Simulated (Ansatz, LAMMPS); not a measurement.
**Electronic structure of amorphous 63GeO2-24PbO-13Al2O3 (mol %) (115 atoms)**

Aim: energy, forces, charges and density of states of amorphous 63GeO2-24PbO-13Al2O3 (mol %) (115 atoms) at a fixed geometry.

Calculated with Ansatz 0.2.0; Kohn-Sham DFT, PBE, PAW (set soft_2), plane waves.

## Step 1: The starting structure

The cell holds 115 atoms: 24 Ge, 9 Pb, 10 Al and 72 O. Its edges and angles: a = 12.073 Å, b = 12.073 Å, c = 12.073 Å, α = 90.0°, β = 90.0°, γ = 90.0°. 115 atoms (24 Ge, 9 Sr, 10 Al, 72 O) placed at random at 3.86 g/cm³, melted at 5000 K for 10 ps at fixed volume with the Morse and Coulomb pair potential with partial charges (Pedone, Malavasi, Menziani, Cormack and Segre, J. Phys. Chem. B 110, 11780 (2006)). Quenched from 5000 K to 300 K at 300 K/ps and fixed volume, held 10 ps at zero pressure, then minimised at fixed cell. Then Sr was replaced by Pb and the cell scaled by 1.008 (the potential has no terms for the new elements, so the cell is a start for a DFT relaxation).

What the set-up can't give: The quench rate of 300 K/ps far exceeds what a furnace or splat quench reaches, so expect more defects and frozen-in strain than in a real sample. The network of bonds at the start is that of the classical potential that made the cell, and needn't be the one that DFT or experiment would give. The Brillouin zone is sampled at Γ only, in a cell whose shortest periodic width is 12 Å. No spin–orbit coupling is included, so levels derived from the heavy atoms are approximate.

## Step 2: The classical run that made the cell

A classical potential supplies the starting structure, since it reaches far longer times than DFT.

This step: classical MD, Morse and Coulomb pair potential with partial charges (Pedone, Malavasi, Menziani, Cormack and Segre, J. Phys. Chem. B 110, 11780 (2006)) (LAMMPS 22 Jul 2025 - Update 4).

in.lmp

```
# melt-quench of Ge24Sr9Al10O72
units metal
atom_style charge
boundary p p p
region box block 0 11.9397 0 11.9397 0 11.9397
create_box 4 box
mass 1 72.6300   # Ge
mass 2 87.6200   # Sr
mass 3 26.9815   # Al
mass 4 15.9990   # O
create_atoms 1 random 24 562564 NULL overlap 1.5 maxtry 2000
create_atoms 2 random 9 562571 NULL overlap 1.5 maxtry 2000
create_atoms 3 random 10 562578 NULL overlap 1.5 maxtry 2000
create_atoms 4 random 72 562585 NULL overlap 1.5 maxtry 2000
pair_style hybrid/overlay pedone 5.5 coul/long 8.0
pair_coeff * * coul/long
pair_coeff 1 4 pedone 0.158118 2.294230 2.261313 5   # Ge-O
pair_coeff 2 4 pedone 0.019623 1.886000 3.328330 3   # Sr-O
pair_coeff 3 4 pedone 0.361581 1.900442 2.164818 0.9   # Al-O
pair_coeff 4 4 pedone 0.042395 1.379316 3.618701 22   # O-O
set type 1 charge 2.4
set type 2 charge 1.2
set type 3 charge 1.8
set type 4 charge -1.2
kspace_style pppm 1.0e-4
neigh_modify delay 0 every 1 check yes
thermo_style custom step time temp pe press density
thermo_modify norm yes
timestep 0.002
thermo 100
min_style cg
minimize 1e-4 1e-4 200 2000
reset_timestep 0
velocity all create 5000 562565 mom yes dist gaussian
# [... 14 lines left out ...]
thermo 1666
fix md all npt temp 300 300 0.2 iso 0 0 2
run 5000 post no
unfix md
thermo 100
min_style cg
minimize 0 1e-3 2000 20000
write_dump all custom glass.dump id type xs ys zs modify sort id
```

On the command line:

```bash
$ lmp -in in.lmp -log none -nocite
```

Numbers of over 12 decimals in the logs are rounded to 6 here.

The log of the run:

```text
LAMMPS (22 Jul 2025 - Update 4)
Created orthogonal box = (0 0 0) to (11.9397 11.9397 11.9397)
Created 24 atoms
Created 9 atoms
Created 10 atoms
Created 72 atoms
PPPM initialization ...
  G vector (1/distance) = 0.37393042
  grid = 12 12 12
  estimated relative force accuracy = 8.4227747e-05
   Step          Time           Temp          PotEng         Press         Density
         0   0              0             -2.3138925      624661.21      3.8569526
        88   0.176          0             -14.215104      14813.23       3.8569526
Loop time of 0.210086 s on 1 MPI rank(s) for 88 steps with 115 atoms
Minimization stats:
  Stopping criterion = energy tolerance
  Energy initial, next-to-last, final =
     -2.31389251210273  -14.2139126084887  -14.2151037052492
  Force two-norm initial, final = 299.56509 2.7474507
  Iterations, force evaluations = 88 109
   Step          Time           Temp          PotEng         Press         Density
[... 12 lines left out ...]
[... 1 line left out ...]
Loop time of 4.68087 s on 1 MPI rank(s) for 5000 steps with 115 atoms
   Step          Time           Temp          PotEng         Press         Density
[... 12 lines left out ...]
Loop time of 6.58278 s on 1 MPI rank(s) for 7833 steps with 115 atoms
   Step          Time           Temp          PotEng         Press         Density
[... 3 lines left out ...]
     18326   36.652         291.22311     -14.288298      859.4363       3.8760218
     18833   37.666         311.98913     -14.290934     -2814.1971      3.8205937
Loop time of 5.63587 s on 1 MPI rank(s) for 5000 steps with 115 atoms
   Step          Time           Temp          PotEng         Press         Density
     18833   37.666         311.98913     -14.290933     -2813.9317      3.8205937
     18849   37.698         311.98913     -14.328552     -3166.4896      3.8205937
Loop time of 0.0574031 s on 1 MPI rank(s) for 16 steps with 115 atoms
Minimization stats:
  Stopping criterion = linesearch alpha is zero
  Energy initial, next-to-last, final =
     -14.2909332035038  -14.3285516630816  -14.3285516630816
  Force two-norm initial, final = 13.764815 0.69420396
  Iterations, force evaluations = 16 65
```

Wall time 18 s (1 thread of Intel Xeon Platinum 8259CL at 2.50GHz (Skylake/Cascade Lake), shared host); peak memory 0.079 GiB.

## Step 3: Plane-wave single point

The electrons are solved once, with the atoms held.

input.yaml

```yaml
crystal:
  lattice:
    - [12.07328, 0.0, 0.0]
    - [0.0, 12.07328, 0.0]
    - [0.0, 0.0, 12.07328]
  atoms:
    - { symbol: Ge, position: [0.26269, 0.96152, 0.43824] }
    - { symbol: Ge, position: [0.27053, 0.71624, 0.16792] }
    - { symbol: Ge, position: [0.30111, 0.03937, 0.85618] }
    - { symbol: Ge, position: [0.59757, 0.76194, 0.34096] }
    - { symbol: Ge, position: [0.74426, 0.20896, 0.1583] }
    - { symbol: Ge, position: [0.00892, 0.83064, 0.90222] }
    - { symbol: Ge, position: [0.63153, 0.05052, 0.6864] }
    - { symbol: Ge, position: [0.30713, 0.36541, 0.27569] }
    - { symbol: Ge, position: [0.42453, 0.77577, 0.56103] }
    - { symbol: Ge, position: [0.92358, 0.29291, 0.36606] }
    - { symbol: Ge, position: [0.78616, 0.81235, 0.6626] }
    - { symbol: Ge, position: [0.05478, 0.0305, 0.73395] }
    - { symbol: Ge, position: [0.70901, 0.76115, 0.90946] }
    - { symbol: Ge, position: [0.86686, 0.19192, 0.61743] }
    - { symbol: Ge, position: [0.26912, 0.60396, 0.41894] }
    - { symbol: Ge, position: [0.88685, 0.07938, 0.95454] }
    - { symbol: Ge, position: [0.87302, 0.79336, 0.40608] }
    - { symbol: Ge, position: [0.65825, 0.58039, 0.71807] }
    - { symbol: Ge, position: [0.96978, 0.54992, 0.95286] }
    - { symbol: Ge, position: [0.99267, 0.54798, 0.46027] }
    - { symbol: Ge, position: [0.99776, 0.28962, 0.85665] }
    - { symbol: Ge, position: [0.1925, 0.37723, 0.67583] }
    - { symbol: Ge, position: [0.61798, 0.05037, 0.9523] }
    - { symbol: Ge, position: [0.397, 0.30086, 0.89476] }
    - { symbol: Pb, position: [0.53968, 0.45091, 0.41864] }
    - { symbol: Pb, position: [0.22009, 0.62814, 0.85723] }
    - { symbol: Pb, position: [0.70566, 0.37711, 0.92104] }
    - { symbol: Pb, position: [0.0688, 0.17646, 0.15494] }
    - { symbol: Pb, position: [0.56365, 0.02861, 0.39073] }
    - { symbol: Pb, position: [0.69498, 0.57903, 0.1382] }
    - { symbol: Pb, position: [0.36455, 0.16321, 0.61303] }
    - { symbol: Pb, position: [0.79064, 0.92748, 0.16934] }
    - { symbol: Pb, position: [0.38949, 0.10595, 0.16332] }
    - { symbol: Al, position: [0.2059, 0.91986, 0.05846] }
    - { symbol: Al, position: [0.16551, 0.21107, 0.44251] }
    - { symbol: Al, position: [0.4904, 0.85346, 0.10866] }
    - { symbol: Al, position: [0.08206, 0.8721, 0.2586] }
    - { symbol: Al, position: [0.89714, 0.44728, 0.7057] }
    - { symbol: Al, position: [0.52219, 0.35879, 0.11277] }
    - { symbol: Al, position: [0.17952, 0.40131, 0.02467] }
    - { symbol: Al, position: [0.46397, 0.80437, 0.82931] }
    - { symbol: Al, position: [0.48126, 0.38875, 0.679] }
    - { symbol: Al, position: [0.44864, 0.60952, 0.01043] }
    - { symbol: O, position: [0.86004, 0.24663, 0.48615] }
    - { symbol: O, position: [0.35558, 0.17247, 0.84012] }
    - { symbol: O, position: [0.86591, 0.11697, 0.09566] }
    - { symbol: O, position: [0.52602, 0.79322, 0.46024] }
    - { symbol: O, position: [0.9154, 0.65762, 0.40742] }
    - { symbol: O, position: [0.54583, 0.51711, 0.66093] }
    - { symbol: O, position: [0.32759, 0.87959, 0.53673] }
    - { symbol: O, position: [0.75587, 0.76825, 0.04093] }
    - { symbol: O, position: [0.66177, 0.3378, 0.14858] }
    - { symbol: O, position: [0.41538, 0.67827, 0.88692] }
    - { symbol: O, position: [0.11601, 0.29573, 0.7684] }
    - { symbol: O, position: [0.68596, 0.11035, 0.2475] }
    - { symbol: O, position: [0.85066, 0.52108, 0.0195] }
    - { symbol: O, position: [0.44394, 0.35433, 0.23484] }
    - { symbol: O, position: [0.52051, 0.71772, 0.07545] }
    - { symbol: O, position: [0.30905, 0.47363, 0.36973] }
    - { symbol: O, position: [0.55133, 0.85498, 0.24194] }
    - { symbol: O, position: [0.6608, 0.6337, 0.85391] }
    - { symbol: O, position: [0.80904, 0.79202, 0.80598] }
    - { symbol: O, position: [0.30372, 0.68422, 0.30259] }
    - { symbol: O, position: [0.09817, 0.51907, 0.00677] }
    - { symbol: O, position: [0.74107, 0.14209, 0.66122] }
    - { symbol: O, position: [0.16376, 0.51177, 0.69892] }
    - { symbol: O, position: [0.33522, 0.36448, 0.69327] }
    - { symbol: O, position: [0.51101, 0.31078, 0.56486] }
    - { symbol: O, position: [0.20742, 0.08232, 0.49503] }
    - { symbol: O, position: [0.84862, 0.2719, 0.24783] }
    - { symbol: O, position: [0.87039, 0.23848, 0.91586] }
    - { symbol: O, position: [0.94548, 0.8653, 0.30554] }
    - { symbol: O, position: [0.70279, 0.92714, 0.6655] }
    - { symbol: O, position: [0.96176, 0.45004, 0.84278] }
    - { symbol: O, position: [0.12953, 0.58954, 0.44366] }
    - { symbol: O, position: [0.98746, 0.68737, 0.90937] }
    - { symbol: O, position: [0.6606, 0.1656, 0.0314] }
    - { symbol: O, position: [0.01983, 0.89486, 0.77028] }
    [... 31 atom lines left out ...]
    - { symbol: O, position: [0.75914, 0.47799, 0.73043] }
    - { symbol: O, position: [0.59597, 0.62347, 0.3171] }
    - { symbol: O, position: [0.94946, 0.93742, 0.98091] }
    - { symbol: O, position: [0.99816, 0.10238, 0.85137] }
    - { symbol: O, position: [0.14746, 0.84034, 0.95253] }
    - { symbol: O, position: [0.47712, 0.77612, 0.69024] }
kpoints:
  mp_grid: { grid: [1, 1, 1] }
hamiltonian:
  xc: pbe
scf:
  occupations: { method: fermi_dirac, width: 0.025 }
output:
  forces: true
  stress: true
  populations: true
  dos:
    method: { smearing: { sigma: 0.08 } }
    de: 0.1
    projected: { site_lists: { Al: [Al], Ge: [Ge], O: [O], Pb: [Pb] } }
  eigenvalues: true
  write_density: true
  write_potential: true
  volumetric_format: npy
```

On the command line:

```bash
$ ansatz run input.yaml --threads 8 --pin off --max-ram 15872MiB --backend cpu --events-out ev --progress --plain --runs-dir out
```

The log of the run:

```text
Engine: ansatz 0.2.0, x86_64-unknown-linux-gnu
Pseudopotentials: kind: paw
Pseudopotential: Ge, paw, valence charge 14, recommended cutoff 420 eV (normal), Ge.paw.azcp
Pseudopotential: Pb, paw, valence charge 14, recommended cutoff 420 eV (normal), Pb.paw.azcp
Pseudopotential: Al, paw, valence charge 3, recommended cutoff 420 eV (normal), Al.paw.azcp
[...]
--- Band table (eV) ---
  k-point 0: bands = ["-20.1672", "-20.1559", "-20.0667", "-19.9572", [... 561 levels ...], "14.0191", "14.0594", "14.0718", "14.1071", "14.1594", "14.1814", "14.2282", "14.2609", "14.2882", "14.2901", "14.3197", "14.4128"]
--- Löwdin populations: 115 sites ---
  site symbol       q [e]
     0     Ge     12.4225
     1     Ge     12.3924
     2     Ge     12.4060
[...]
114      O      6.7870
  spilling = 0.005225 (of n_electrons = 924.000000)
[key lines of the parts left out:]
SCF converged after 10 iterations
Free energy (F): -256483.516821 eV
Fermi energy:    5.922534 eV
P = ⅓ Tr σ = 3.3529 GPa (33.529 kbar)
```

Run time: 37 s. Hardware: 8 threads of Intel Xeon Platinum 8259CL at 2.50GHz (Skylake/Cascade Lake), shared host; peak memory 2.9 GiB; 4.3 min of CPU time.

Numbers from this run:

| Property | Result |
| --- | --- |
| free energy | -256483.5168 eV |
| free energy per atom | -2230.2915 eV/atom |
| SCF cycles | 10 |
| pressure | 3.353 GPa |
| r.m.s. force component | 0.7984 eV/Å |
| longest force | 2.998 eV/Å |
| Fermi energy | 5.923 eV |
| gap (highest filled to lowest empty level) | 1.628 eV |
| spilling of the projection | 0.005225 |

Length of the force by element:

```csv
element,coordination,atoms,mean length of the force (eV/Å),spread,least,most
Al,all,10,1.11,0.455,0.333,1.85
Ge,all,24,1.32,0.473,0.416,2.22
O,all,72,1.39,0.454,0.397,3.00
Pb,all,9,0.665,0.198,0.307,0.917
```

Löwdin charges by element (they lack the spilled electrons, 0.042 e an atom on average):

```csv
element,coordination,atoms,mean charge (e),spread,least,most
Al,all,10,1.30,0.0287,1.25,1.35
Ge,all,24,1.59,0.0453,1.50,1.66
O,all,72,-0.782,0.0327,-0.878,-0.706
Pb,all,9,1.11,0.0258,1.06,1.16
```

Density of states as counts of states in windows of 1 eV (from the Fermi level), total and the larger projections:

```csv
from (eV),to (eV),total,O p,Ge p,Pb p,Ge s
-10,-9,15.2,8.2,0.7,0.1,3.4
-9,-8,25.1,10.8,1.3,0.2,2.5
-8,-7,22.9,14.3,2.6,0.1,1.1
-7,-6,41.7,30.8,6.8,0.4,0.4
-6,-5,39.3,29.9,4.7,1.0,0.3
-5,-4,61.5,50.8,3.1,2.2,0.3
-4,-3,89.5,80.5,2.0,2.1,0.2
-3,-2,94.6,88.8,1.1,1.1,0.1
-2,-1,42.3,39.4,0.3,0.5,0.0
-1,0,4.0,3.7,0.1,0.1,0.0
0,1,2.0,0.4,0.0,1.4,0.0
1,2,10.6,1.7,0.5,5.2,1.6
2,3,23.9,3.8,1.5,12.1,3.0
3,4,27.5,4.8,2.1,12.7,4.0
4,5,20.9,3.9,2.5,6.0,4.5
```

The curve was stored every 0.100 eV, coarse against its broadening of 0.08 eV, so these counts are rough.

Between -26 and -10 eV lie 484 more states.

The levels nearest the highest filled one (over half full), pooled over k-points and spins:

```csv
level less the highest filled one (eV),occupation
-0.692,2
-0.612,2
-0.551,2
-0.508,2
-0.105,2
0,2
1.63,0
2.00,0
2.08,0
2.30,0
2.53,0
2.59,0
```

Electrostatic potential energy in the ac plane at fractional y = 0.364, with atoms of Ge and Pb and Al and O within 0.2 Å of it. With pseudopotentials it is smooth inside the atoms' cores, unlike the true potential.

Ten even steps from '0' (-33 eV) to '9' (11 eV), each cell a mean:
```
9988765674468888999986200048999999
8899988860026557899984012016899988
6789999996465346778985100027899876
5789999999987667202798633478999875
7899999999999887100699888899999887
8999887789988987646899999999988888
9998631247201665556899999999887688
9998410025100455665799999999887789
9998621137756875556899999999988899
9999866689999998767999999999999999
9999966899999999857999999999999999
9999988999999999988999999999999999
9999999999999999887888999999999999
9999999999999998765678999999988778
8999999999889998876678999999886556
8999999875456889888888999999886557
9999999841002688899999999999988788
9999999740002410389999999999999999
9999998643235500178899999999999999
9999993004788864555685238999999999
9999983005999986566563017999999999
9999876579999986577567679999999999
9998655568999998655678999999999999
9998555568999999888888766789999999
```
Columns run along a (12.1 Å; values clipped at the 3rd and 97th percentile), rows up along c (12.1 Å). Atoms in or near the plane, at fractional coordinates: Ge at (0.31, 0.28), Ge at (0.19, 0.68), Pb at (0.71, 0.92), Al at (0.52, 0.11), O at (0.44, 0.23), O at (0.34, 0.69), O at (0.51, 0.82), O at (0.22, 0.16).

Valence density in the ac plane at fractional y = 0.364, with atoms of Ge and Pb and Al and O within 0.2 Å of it. It is the smooth field of the valence electrons, not physical close to the nuclei.

Ten steps, logarithmic in the rise over the least value, from '0' (0 e/Å³) to '9' (30 e/Å³), each cell a mean:
```
1122110124431100000001345421000000
1111100135542211000012467531000000
1100000123432222222112456531000011
2110000001111112455311233210000112
1111110000000012565310000000000111
0012221101222111333100000000011110
0011235522465311111000000000012221
0001269843566410000000000000012221
0000146632343211111000000000001100
0000123210000001232100000000000000
0001233210000001333100000000000000
0000122100000001122100000000000000
0000000000000000111100000000000000
1000000000000000112110000000001122
2000000000000000011110000000001233
1000000011221000000000000000001222
0000000025873222210000000000001111
0000000126984356420000000000000000
0000012333432356531001211000000000
0000025664211234321123542100000000
0000024653100011100124553100000000
0000012331000000000012331000000000
0011100110000001100001110000000000
0122100011110001000000111100000000
```
Columns run along a (12.1 Å), rows up along c (12.1 Å). Atoms in or near the plane, at fractional coordinates: Ge at (0.31, 0.28), Ge at (0.19, 0.68), Pb at (0.71, 0.92), Al at (0.52, 0.11), O at (0.44, 0.23), O at (0.34, 0.69), O at (0.51, 0.82), O at (0.22, 0.16).

Mean Löwdin charges: Al +1.30, Ge +1.59, O -0.78, Pb +1.11 e (they miss 0.52 % of the electrons, so they add up to more than the cell's charge). The largest share in the top eV of filled states is O p (94 % of the projected weight), and in the lowest eV of empty states Pb p (54 % of the projected weight).

## Step 4: Structure statistics

These statistics describe the geometry on which the runs were made.

Density 4.75 g/cm³, 15.30 Å³ an atom.

g(r), total and by pair (bins of 0.2 Å):

```csv
r (Å),total,O-O,O-Ge,O-Al,O-Pb,Ge-Ge,Ge-Al
1.60,0.26,0.00,0.86,0.35,0.00,0.00,0.00
1.80,4.27,0.00,11.52,11.53,0.00,0.00,0.00
2.00,0.20,0.00,0.53,0.53,0.00,0.00,0.00
2.20,0.04,0.00,0.17,0.00,0.00,0.00,0.00
2.40,0.14,0.05,0.00,0.00,1.24,0.00,0.00
2.60,0.86,1.20,0.11,0.15,3.52,0.00,0.00
2.80,1.80,4.13,0.05,0.00,1.41,0.00,0.35
3.00,1.01,2.01,0.09,0.22,1.46,0.00,0.98
3.20,0.94,0.99,0.27,0.57,0.76,2.10,5.62
3.40,1.01,0.64,0.60,0.75,0.47,4.86,2.00
3.60,0.96,0.79,1.09,1.29,0.68,0.38,0.22
3.80,1.00,0.57,1.54,0.95,1.21,0.35,0.81
4.00,0.99,0.73,1.51,1.16,0.54,0.60,0.36
4.20,1.06,0.69,1.52,1.88,0.98,0.69,0.33
4.40,1.15,0.75,1.56,2.06,0.79,1.24,1.51
4.60,1.06,0.64,1.56,1.44,1.32,0.70,0.83
4.80,0.84,0.96,0.67,0.47,1.07,1.48,0.51
5.00,0.99,1.26,0.58,0.66,1.81,0.78,0.70
5.20,1.09,1.45,0.57,0.72,1.84,1.00,0.21
5.40,1.17,1.57,0.79,0.66,1.04,1.08,1.41
5.60,0.99,1.23,0.92,0.90,0.31,1.00,1.31
5.80,0.85,0.88,0.86,0.75,0.61,0.95,1.64
```

A closer look about O89, which bears the longest force: 13 atoms, nearest first, numbered in the order of the input, with positions taken from that point.

```csv
atom,x,y,z,distance (Å),Löwdin charge (e),Fx,Fy,Fz (eV/Å)
O89,0.00,0.00,0.00,0.00,-0.79,2.41,1.07,-1.43
Ge1,-1.18,-0.53,1.13,1.72,1.58,-0.42,-0.69,-0.79
Pb33,0.35,1.22,-2.19,2.53,1.12,-0.24,0.06,-0.35
Pb29,2.45,0.28,0.56,2.53,1.06,-0.36,-0.28,0.22
O69,-1.85,0.93,1.82,2.76,-0.81,-0.45,0.48,0.78
O50,-0.40,-1.52,2.32,2.80,-0.77,-0.25,0.45,1.27
O102,-2.40,-1.45,0.38,2.83,-0.83,-0.79,-0.52,0.36
O104,-1.12,2.92,-0.01,3.13,-0.81,0.31,-1.12,0.14
O60,2.30,-1.81,-1.24,3.18,-0.79,0.16,1.58,-0.02
O90,-0.36,-1.96,-2.76,3.40,-0.78,0.99,1.66,-0.36
O47,2.00,-2.56,1.40,3.53,-0.76,0.62,1.10,0.41
O92,-2.81,-0.35,-2.14,3.55,-0.86,-0.60,1.16,0.03
Al35,-2.35,2.49,1.18,3.62,1.30,0.12,1.07,0.54
```

## Step 5: Summary of results

* free energy per atom: -2230.2915 eV/atom
* pressure: 3.353 GPa
* r.m.s. force component: 0.7984 eV/Å
* gap (highest filled to lowest empty level): 1.628 eV
* wall time of the 1 DFT run: 37 s

The highest filled and lowest empty levels differ by 1.63 eV (at Γ alone); a semilocal functional narrows such gaps, while the missing spin–orbit coupling widens them for these heavy elements, so the errors pull opposite ways. In a disordered cell it changes from sample to sample, and tail or defect levels can set it.

Caveats: The geometry was minimised with a classical potential after classical dynamics and isn't relaxed at this level: its force components are 0.80 eV/Å r.m.s. The pressure of 3.4 GPa belongs to a cell and atoms that aren't relaxed at this level.

[Logs are printed without paths, hosts, clocks, repeated set-up lines and the standing remarks that a program may print on its own settings, such as how far it seeks lower states.]

[Hosts, paths, dates, database ids (printed as entryN), source tags and the programs' standing remarks are cut or masked in the printed files.]
